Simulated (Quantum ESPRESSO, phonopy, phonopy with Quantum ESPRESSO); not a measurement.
# NaI (Fm-3m): a volume series of phonon spectra, part 2 of 2

Wanted: mode Grüneisen parameters of NaI and a free-energy fit over volumes.

What experiment has found for this phase:
- volume expansion coefficient 135 1e-6/K near room temperature (given in “Descriptors for thermal expansion in solids”, 2017, arXiv:1701.03966)

Quantum ESPRESSO 7.5; DFT PBE+D3(BJ), scalar-relativistic, plane waves, GBRV ultrasoft pseudopotentials.

So far. Step 19 (Phonons, V/V0 0.98): The time given is that of the 2 pw.x runs on displaced cells behind this step. Step 20 (Ground state at this cell, V/V0 1.04): The run ends at a pressure of -0.68 GPa.

### Step 22. Zone-centre response

Input file ph.in:

```
phonons
&inputph
   prefix = 'x'
   outdir = './tmp'
   fildyn = 'x.dyn'
   tr2_ph = 1.0d-18
   epsil = .true.
/
0.000000000 0.000000000 0.000000000
```

Input file scf.in:

```
&control
   calculation = 'scf'
   prefix = 'x'
   outdir = './tmp'
   pseudo_dir = './pseudo'
   tprnfor = .true.
   tstress = .true.
/
&system
   ibrav = 0
   nat = 2
   ntyp = 2
   ecutwfc = 45.0
   ecutrho = 270.0
   occupations = 'fixed'
   nbnd = 10
   vdw_corr = 'grimme-d3'
   dftd3_version = 4
   dftd3_threebody = .false.
/
&electrons
   conv_thr = 1.0d-12
   mixing_beta = 0.7
   electron_maxstep = 100
/
ATOMIC_SPECIES
 Na     22.9898  Na.upf
 I     126.9045  I.upf
CELL_PARAMETERS angstrom
     0.000000000    3.224432939    3.224432939
     3.224432939    0.000000000    3.224432939
     3.224432939    3.224432939    0.000000000
ATOMIC_POSITIONS crystal
 Na     0.000000000   0.000000000   0.000000000
 I      0.500000000   0.500000000   0.500000000
K_POINTS automatic
 6 6 6 0 0 0
```

Run with:

```console
> OMP_NUM_THREADS=1 mpirun -n 8 ph.x -nk 8 -in ph.in > ph.out
```

It took 48 s on 8 MPI ranks of Arm Neoverse V1, shared host; 6.4 min of CPU time.

The Born charges sum to zero within 0.0086 e; the rest is removed before use. Acoustic frequencies in this log differ from zero by the error of the sum rule, which ph.x does not impose.

### Step 23. A displaced supercell

System of this step: NaI. It takes space group Imm2 (No. 44, orthorhombic). The conventional cell has a = 9.120 Å, b = 12.898 Å, c = 9.120 Å, α = 90.00°, β = 90.00°, γ = 90.00°. Na has 6 I at 3.21 to 3.24 Å nearest. Nearest to Na lie 6 I at 3.22 Å. Na has 6 I at 3.22 Å nearest. I has 6 Na at 3.22 Å nearest. Farther neighbours and most contacts between anions are not listed.

Input file disp-00001.in:

```
&control
   calculation = 'scf'
   prefix = 'x'
   outdir = './tmp'
   pseudo_dir = './pseudo'
   tprnfor = .true.
   disk_io = 'none'
/
&system
   ibrav = 0
   nat = 16
   ntyp = 2
   ecutwfc = 45.0
   ecutrho = 270.0
   occupations = 'fixed'
   nbnd = 66
   vdw_corr = 'grimme-d3'
   dftd3_version = 4
   dftd3_threebody = .false.
/
&electrons
   conv_thr = 1.0d-11
   mixing_beta = 0.7
   electron_maxstep = 100
/
ATOMIC_SPECIES
 Na     22.9898  Na.upf
 I     126.9045  I.upf
CELL_PARAMETERS angstrom
     0.000000000    6.448865878    6.448865878
     6.448865878    0.000000000    6.448865878
     6.448865878    6.448865878    0.000000000
ATOMIC_POSITIONS crystal
 Na     0.002192965   0.000000000   0.000000000
 Na     0.500000000   0.000000000   0.000000000
 Na     0.000000000   0.500000000   0.000000000
 Na     0.500000000   0.500000000   0.000000000
 Na     0.000000000   0.000000000   0.500000000
 Na     0.500000000   0.000000000   0.500000000
 Na     0.000000000   0.500000000   0.500000000
 Na     0.500000000   0.500000000   0.500000000
 I      0.250000000   0.250000000   0.250000000
 I      0.750000000   0.250000000   0.250000000
 I      0.250000000   0.750000000   0.250000000
 I      0.750000000   0.750000000   0.250000000
 I      0.250000000   0.250000000   0.750000000
 I      0.750000000   0.250000000   0.750000000
 I      0.250000000   0.750000000   0.750000000
 I      0.750000000   0.750000000   0.750000000
K_POINTS automatic
 3 3 3 0 0 0
```

Run with:

```console
> OMP_NUM_THREADS=1 mpirun -n 4 pw.x -nk 4 -in disp-00001.in > disp-00001.out
```

Wall time 2.4 min (4 MPI ranks).

### Step 24. Lattice dynamics at this volume, V/V0 1.04

This step: DFT PBE+D3(BJ), scalar-relativistic, plane waves, GBRV ultrasoft pseudopotentials (phonopy with Quantum ESPRESSO 4.10.0 / 7.5).

Wall time 2.5 min (8 threads); 20 min of CPU time.

No mode is imaginary beyond numerical noise along the path. The highest zone-centre mode (no LO–TO term) moved by -9.5 % for a volume change of +4.0 %.

The time given is that of the 2 pw.x runs on displaced cells behind this step.

### Step 25. Self-consistent run, V/V0 1.06

This step: DFT PBE+D3(BJ), scalar-relativistic, plane waves, GBRV ultrasoft pseudopotentials (Quantum ESPRESSO 7.5).

System of this step: NaI. It takes space group Fm-3m (No. 225, cubic). The conventional cell has a = 6.490 Å, b = 6.490 Å, c = 6.490 Å, α = 90.00°, β = 90.00°, γ = 90.00°. Nearest to Na lie 6 I at 3.24 Å. Nearest to I lie 6 Na at 3.24 Å. Farther neighbours and most contacts between anions are not listed.

scf.in, as its differences from that of step 22:

```diff
@@ -29,5 +29,5 @@
 CELL_PARAMETERS angstrom
-     0.000000000    3.224432939    3.224432939
-     3.224432939    0.000000000    3.224432939
-     3.224432939    3.224432939    0.000000000
+     0.000000000    3.244971282    3.244971282
+     3.244971282    0.000000000    3.244971282
+     3.244971282    3.244971282    0.000000000
 ATOMIC_POSITIONS crystal
```

Run with:

```console
> OMP_NUM_THREADS=1 mpirun -n 8 pw.x -nk 8 -in scf.in > scf.out
```

It took 3.2 s on 8 MPI ranks; 25 s of CPU time.

The run ends at a pressure of -0.96 GPa.

### Step 26. Ph1.060 field d3hess

Input file d3hess.in:

```
&input
   prefix = 'x'
   outdir = './tmp'
   step = 0.001
/
```

Run with:

```console
> d3hess.x -in d3hess.in > d3hess.out
```

Wall time 1.6 s (1 thread).

### Step 27. Born charges and dielectric tensor

ph.in is that of step 22.

scf.in is that of step 25.

Run with:

```console
> OMP_NUM_THREADS=1 mpirun -n 8 ph.x -nk 8 -in ph.in > ph.out
```

It took 49 s on 8 MPI ranks.

ε∞:

```
3.39 0.00 0.00
0.00 3.39 0.00
0.00 0.00 3.39
```

The Born charges sum to zero within 0.0081 e; the rest is removed before use. Acoustic frequencies in this log differ from zero by the error of the sum rule, which ph.x does not impose.

### Step 28. Forces on a displaced cell

System of this step: NaI. It takes space group Imm2 (No. 44, orthorhombic). Conventional cell: a = 9.178 Å, b = 12.980 Å, c = 9.178 Å, α = 90.00°, β = 90.00°, γ = 90.00°. Na has 6 I at 3.23 to 3.26 Å nearest. Nearest to Na lie 6 I at 3.24 Å. Na has 6 I at 3.24 Å nearest. I has 6 Na at 3.24 Å nearest. Farther neighbours and most contacts between anions are not listed.

disp-00001.in, as its differences from that of step 23:

```diff
@@ -29,7 +29,7 @@
 CELL_PARAMETERS angstrom
-     0.000000000    6.448865878    6.448865878
-     6.448865878    0.000000000    6.448865878
-     6.448865878    6.448865878    0.000000000
+     0.000000000    6.489942564    6.489942564
+     6.489942564    0.000000000    6.489942564
+     6.489942564    6.489942564    0.000000000
 ATOMIC_POSITIONS crystal
- Na     0.002192965   0.000000000   0.000000000
+ Na     0.002179085   0.000000000   0.000000000
  Na     0.500000000   0.000000000   0.000000000
```

Run with:

```console
> OMP_NUM_THREADS=1 mpirun -n 4 pw.x -nk 4 -in disp-00001.in > disp-00001.out
```

It took 2.6 min on 4 MPI ranks; 10 min of CPU time.

### Step 29. Phonons, V/V0 1.06

This step: DFT PBE+D3(BJ), scalar-relativistic, plane waves, GBRV ultrasoft pseudopotentials (phonopy with Quantum ESPRESSO 4.10.0 / 7.5).

The job ended after 2.7 min (8 threads; 21 min of CPU time).

No mode is imaginary beyond numerical noise along the path. The highest zone-centre mode (no LO–TO term) moved by -14.2 % for a volume change of +6.0 %.

The time given is that of the 2 pw.x runs on displaced cells behind this step.

### Step 30. Self-consistent run, V/V0 1.085

This step: DFT PBE+D3(BJ), scalar-relativistic, plane waves, GBRV ultrasoft pseudopotentials (Quantum ESPRESSO 7.5).

System of this step: NaI. The structure is cubic, space group Fm-3m (No. 225). Conventional cell: a = 6.541 Å, b = 6.541 Å, c = 6.541 Å, α = 90.00°, β = 90.00°, γ = 90.00°. Na has 6 I at 3.27 Å nearest. I has 6 Na at 3.27 Å nearest. Farther neighbours and most contacts between anions are not listed.

scf.in, as its differences from that of step 27:

```diff
@@ -29,5 +29,5 @@
 CELL_PARAMETERS angstrom
-     0.000000000    3.244971282    3.244971282
-     3.244971282    0.000000000    3.244971282
-     3.244971282    3.244971282    0.000000000
+     0.000000000    3.270284093    3.270284093
+     3.270284093    0.000000000    3.270284093
+     3.270284093    3.270284093    0.000000000
 ATOMIC_POSITIONS crystal
```

Run with:

```console
> OMP_NUM_THREADS=1 mpirun -n 8 pw.x -nk 8 -in scf.in > scf.out
```

Wall time 3.4 s (8 MPI ranks).

The run ends at a pressure of -1.27 GPa.

### Step 31. Ph1.085 field d3hess

d3hess.in is that of step 26.

Run with:

```console
> d3hess.x -in d3hess.in > d3hess.out
```

The job ended after 1.6 s (1 thread).

### Step 32. Cost and result by level

### Step 33. Born charges and dielectric tensor

ph.in is that of step 27.

scf.in is that of step 30.

Run with:

```console
> OMP_NUM_THREADS=1 mpirun -n 8 ph.x -nk 8 -in ph.in > ph.out
```

Elapsed: 51 s, on 8 MPI ranks; 6.8 min of CPU time.

ε∞:

```
3.35 0.00 0.00
0.00 3.35 0.00
0.00 0.00 3.35
```

The Born charges sum to zero within 0.0078 e; the rest is removed before use. Acoustic frequencies in this log differ from zero by the error of the sum rule, which ph.x does not impose.

### Step 34. Forces on a displaced cell

System of this step: NaI. Symmetry: Imm2, No. 44, orthorhombic system. The conventional cell has a = 9.250 Å, b = 13.081 Å, c = 9.250 Å, α = 90.00°, β = 90.00°, γ = 90.00°. Nearest to Na lie 6 I at 3.26 to 3.28 Å. Na has 6 I at 3.27 Å nearest. Nearest to Na lie 6 I at 3.27 Å. I has 6 Na at 3.27 Å nearest. Farther neighbours and most contacts between anions are not listed.

disp-00001.in, as its differences from that of step 28:

```diff
@@ -29,7 +29,7 @@
 CELL_PARAMETERS angstrom
-     0.000000000    6.489942564    6.489942564
-     6.489942564    0.000000000    6.489942564
-     6.489942564    6.489942564    0.000000000
+     0.000000000    6.540568187    6.540568187
+     6.540568187    0.000000000    6.540568187
+     6.540568187    6.540568187    0.000000000
 ATOMIC_POSITIONS crystal
- Na     0.002179085   0.000000000   0.000000000
+ Na     0.002162218   0.000000000   0.000000000
  Na     0.500000000   0.000000000   0.000000000
```

Run with:

```console
> OMP_NUM_THREADS=1 mpirun -n 4 pw.x -nk 4 -in disp-00001.in > disp-00001.out
```

It took 2.4 min on 4 MPI ranks; 9.4 min of CPU time.

### Step 35. Lattice dynamics at this volume, V/V0 1.085

This step: DFT PBE+D3(BJ), scalar-relativistic, plane waves, GBRV ultrasoft pseudopotentials (phonopy with Quantum ESPRESSO 4.10.0 / 7.5).

Run time: 2.7 min. Hardware: 8 threads.

Phonopy, LO-TO term from ph.x's tensors. Phonon branches along the path, in cm⁻¹:

```tsv
point	branch 1	branch 2	branch 3	branch 4	branch 5	branch 6
Γ	0	0	0	102	102	163
halfway	30	30	61	111	111	139
X	38	38	60	107	107	113
halfway	39	45	58	106	111	114
U	42	54	57	102	117	122
jump to K	42	54	57	102	117	122
halfway	34	42	59	95	116	155
Γ	0	0	0	102	102	163
halfway	34	34	52	102	102	163
L	46	46	73	102	102	164
halfway	46	49	66	102	110	144
W	50	50	56	110	115	115
halfway	42	48	57	108	111	115
X	38	38	60	107	107	113
```

No mode is imaginary beyond numerical noise along the path. The highest zone-centre mode (no LO–TO term) moved by -20.1 % for a volume change of +8.5 %.

The time given is that of the 2 pw.x runs on displaced cells behind this step.

### Step 36. How the modes move with volume

This step: DFT PBE+D3(BJ), scalar-relativistic, plane waves, GBRV ultrasoft pseudopotentials (phonopy 4.10.0).

Numbers from this step:

```yaml
share_of_modes_with_a_negative_grueneisen_parameter: 0.045
```

Mean Grüneisen, by row:

```tsv
T (K)	heat-capacity-weighted mean	root mean square
50	1.368	1.589
100	1.527	1.716
200	1.571	1.748
300	1.58	1.754
500	1.584	1.757
800	1.585	1.758
```

Mean mode Grueneisen parameter against wavenumber:

```tsv
wavenumber (cm⁻¹)	mean mode Grueneisen parameter
3.0	-
9.0	-0.301
15.0	0.919
21.0	0.457
27.0	0.727
33.0	0.665
39.0	0.418
45.0	0.872
51.0	1.19
57.0	1.39
63.0	1.18
69.0	1.33
75.0	1.46
81.0	1.44
87.0	-
93.0	-
99.0	-
105.0	-
111.0	-
117.0	2.44
123.0	2.36
129.0	2.34
135.0	2.3
141.0	2.24
147.0	1.96
153.0	1.71
159.0	1.55
165.0	1.4
171.0	1.28
177.0	1.21
```

Volume series, by row:

```tsv
V/V0	V (Å³/atom)	pressure (GPa)	E - E0 (meV/atom)	gap (eV)	zero-point energy (meV/atom)	lowest on the path (cm⁻¹)	highest at Gamma without the LO-TO term (cm⁻¹)
0.98	31.59	0.399	0.872	3.839	18.75	0	134.7
1	32.23	-0.002	0	3.78	18.09	0	128.2
1.02	32.88	-0.359	0.659	3.724	17.46	0	121.9
1.04	33.52	-0.678	2.667	3.67	16.86	0	115.9
1.06	34.17	-0.963	5.918	3.62	16.21	0	110
1.085	34.97	-1.275	11.49	3.56	15.47	0	102.4
```

Table of optical frequency at Gamma without the LO-TO term, mode 4 by V/V0:

```tsv
V/V0	optical frequency at Gamma without the LO-TO term, mode 4 (cm⁻¹)
0.9800	135
1.0000	128
1.0200	122
1.0400	116
1.0600	110
1.0850	102
```

Grüneisen at points, by row:

```tsv
point	branch	frequency (cm⁻¹)	mode Grüneisen parameter
Γ	4	128.1	2.49
Γ	6	179.5	1.22
X	1	38	-0.26
X	3	59.2	-0.21
X	4	134	2.47
X	6	140.8	2.46
U	1	46.4	1.22
U	2	54.2	-0.19
U	3	63.1	1.08
U	4	127.9	2.45
U	5	142.9	2.31
U	6	144.1	1.97
K	1	46.4	1.22
K	2	54.2	-0.19
K	3	63.1	1.08
K	4	127.9	2.45
K	5	142.9	2.31
K	6	144.1	1.97
L	1	56.1	2.21
L	3	82.7	1.5
L	4	123.8	2.18
L	6	179.9	1.16
W	1	49.8	-0.2
W	3	65.9	1.86
W	4	131.4	2.05
W	5	141.4	2.31
```

### Step 37. Quasi-harmonic fit by phonopy

Numbers from this step:

```
volume expansion coefficient at 300 K : 143.3 1e-6/K
isothermal bulk modulus at 300 K      : 14.65 GPa
C_P at 300 K                          : 26.32 J/mol-atom/K
Grüneisen parameter at 300 K          : 1.731
```

Table of energy (each curve on its own zero) by volume; values in meV/atom:

```tsv
volume (Å³/atom)	static	F at 0 K	F at 300 K	F at 600 K
31.59	0.87	2.48	7.44	13.8
32.23	0	0.94	3.98	7.83
32.88	0.66	0.98	2.19	3.68
33.52	2.67	2.39	1.74	0.86
34.17	5.92	4.99	2	-1.78
34.97	11.5	9.82	4.25	-2.76
```

Phonopy-qha, vinet fit of F(V) at each temperature; no electronic free energy. Qha vinet, by row:

```tsv
T (K)	fitted volume (Å³/atom)	alpha_V (1e-6/K)	B_T (GPa)	C_P (J/mol-atom/K)	Grueneisen
75	32.64	79.34	17.86	18.79	1.495
100	32.71	94.74	17.55	21.34	1.563
125	32.79	104.6	17.23	22.81	1.599
150	32.88	111.8	16.9	23.74	1.624
175	32.98	117.6	16.55	24.39	1.644
200	33.08	122.8	16.2	24.88	1.661
225	33.18	127.8	15.83	25.29	1.678
250	33.29	132.8	15.45	25.65	1.695
275	33.4	137.9	15.05	25.99	1.713
300	33.52	143.3	14.65	26.32	1.731
325	33.64	149	14.23	26.65	1.75
350	33.77	155.3	13.79	26.99	1.77
375	33.9	162.1	13.35	27.35	1.792
400	34.04	169.7	12.88	27.74	1.816
425	34.19	178.2	12.4	28.18	1.841
450	34.35	187.8	11.9	28.66	1.868
475	34.52	198.8	11.38	29.21	1.898
```

The volume expansion coefficient, phonopy-qha, Vinet by temperature:

```tsv
temperature (K)	volume expansion coefficient, phonopy-qha, Vinet (1e-6/K)
75	79.3
100	94.7
125	105
150	112
175	118
200	123
225	128
250	133
275	138
300	143
325	149
350	155
375	162
400	170
425	178
450	188
475	199
```

The fit gives a volume expansion of 143 × 10⁻⁶/K at 300 K.

### Step 38. Summary of results

```yaml
volume_expansion_coefficient_at_300_k: 143.3 1e-6/K
isothermal_bulk_modulus_at_300_k: 14.65 GPa
c_p_at_300_k: 26.32 J/mol-atom/K
grueneisen_parameter_at_300_k: 1.731
mean_mode_grueneisen_parameter_at_300_k: 1.58
```

Near room temperature NaI expands by 143 × 10⁻⁶/K in volume by PBE+D3(BJ), with C_P = 26.3 J/(mol K) per mole of atoms and B_T = 14.7 GPa. The table stops at 475 K because beyond it the fitted volume comes within 1 % of the largest computed cell, where the fit loses its support. C_P at room temperature is 106 % of the classical 3R an atom. A measured volume expansion coefficient near room temperature is 135 1e-6/K (arXiv:1701.03966); the calculated 143 1e-6/K differs by +6 %. The heat-capacity-weighted Grüneisen parameter goes from 1.37 at 50 K to 1.58 at 800 K; 4 % of the modes stiffen on expansion. Weighting γ by the density of states and each mode's heat capacity at 300 K, modes below 60 cm⁻¹ give about 23 % of the sum of γC that drives the expansion, those up to 120 cm⁻¹ 15 % and the rest 63 %. Among the labelled points γ is largest for branch 4 at Γ (128 cm⁻¹, 2.5) and most negative for branch 1 at X (38 cm⁻¹, -0.26). The supercell is 7.6 Å across at its narrowest and was not tested against a larger one: only its own wavevectors are exact, and acoustic branches between them, with the entropy at low temperature, can be off.

[Logs are printed without paths, hosts, clocks, repeated set-up lines and the standing remarks that a program may print on its own settings, such as how far it seeks lower states.]

[Hosts, paths, dates, database ids (printed as entryN), source tags and the programs' standing remarks are cut or masked in the printed files.]

[A step with changed settings may run another functional than the one named; its input shows which.]

[Of the runs on displaced cells, only some may be shown.]
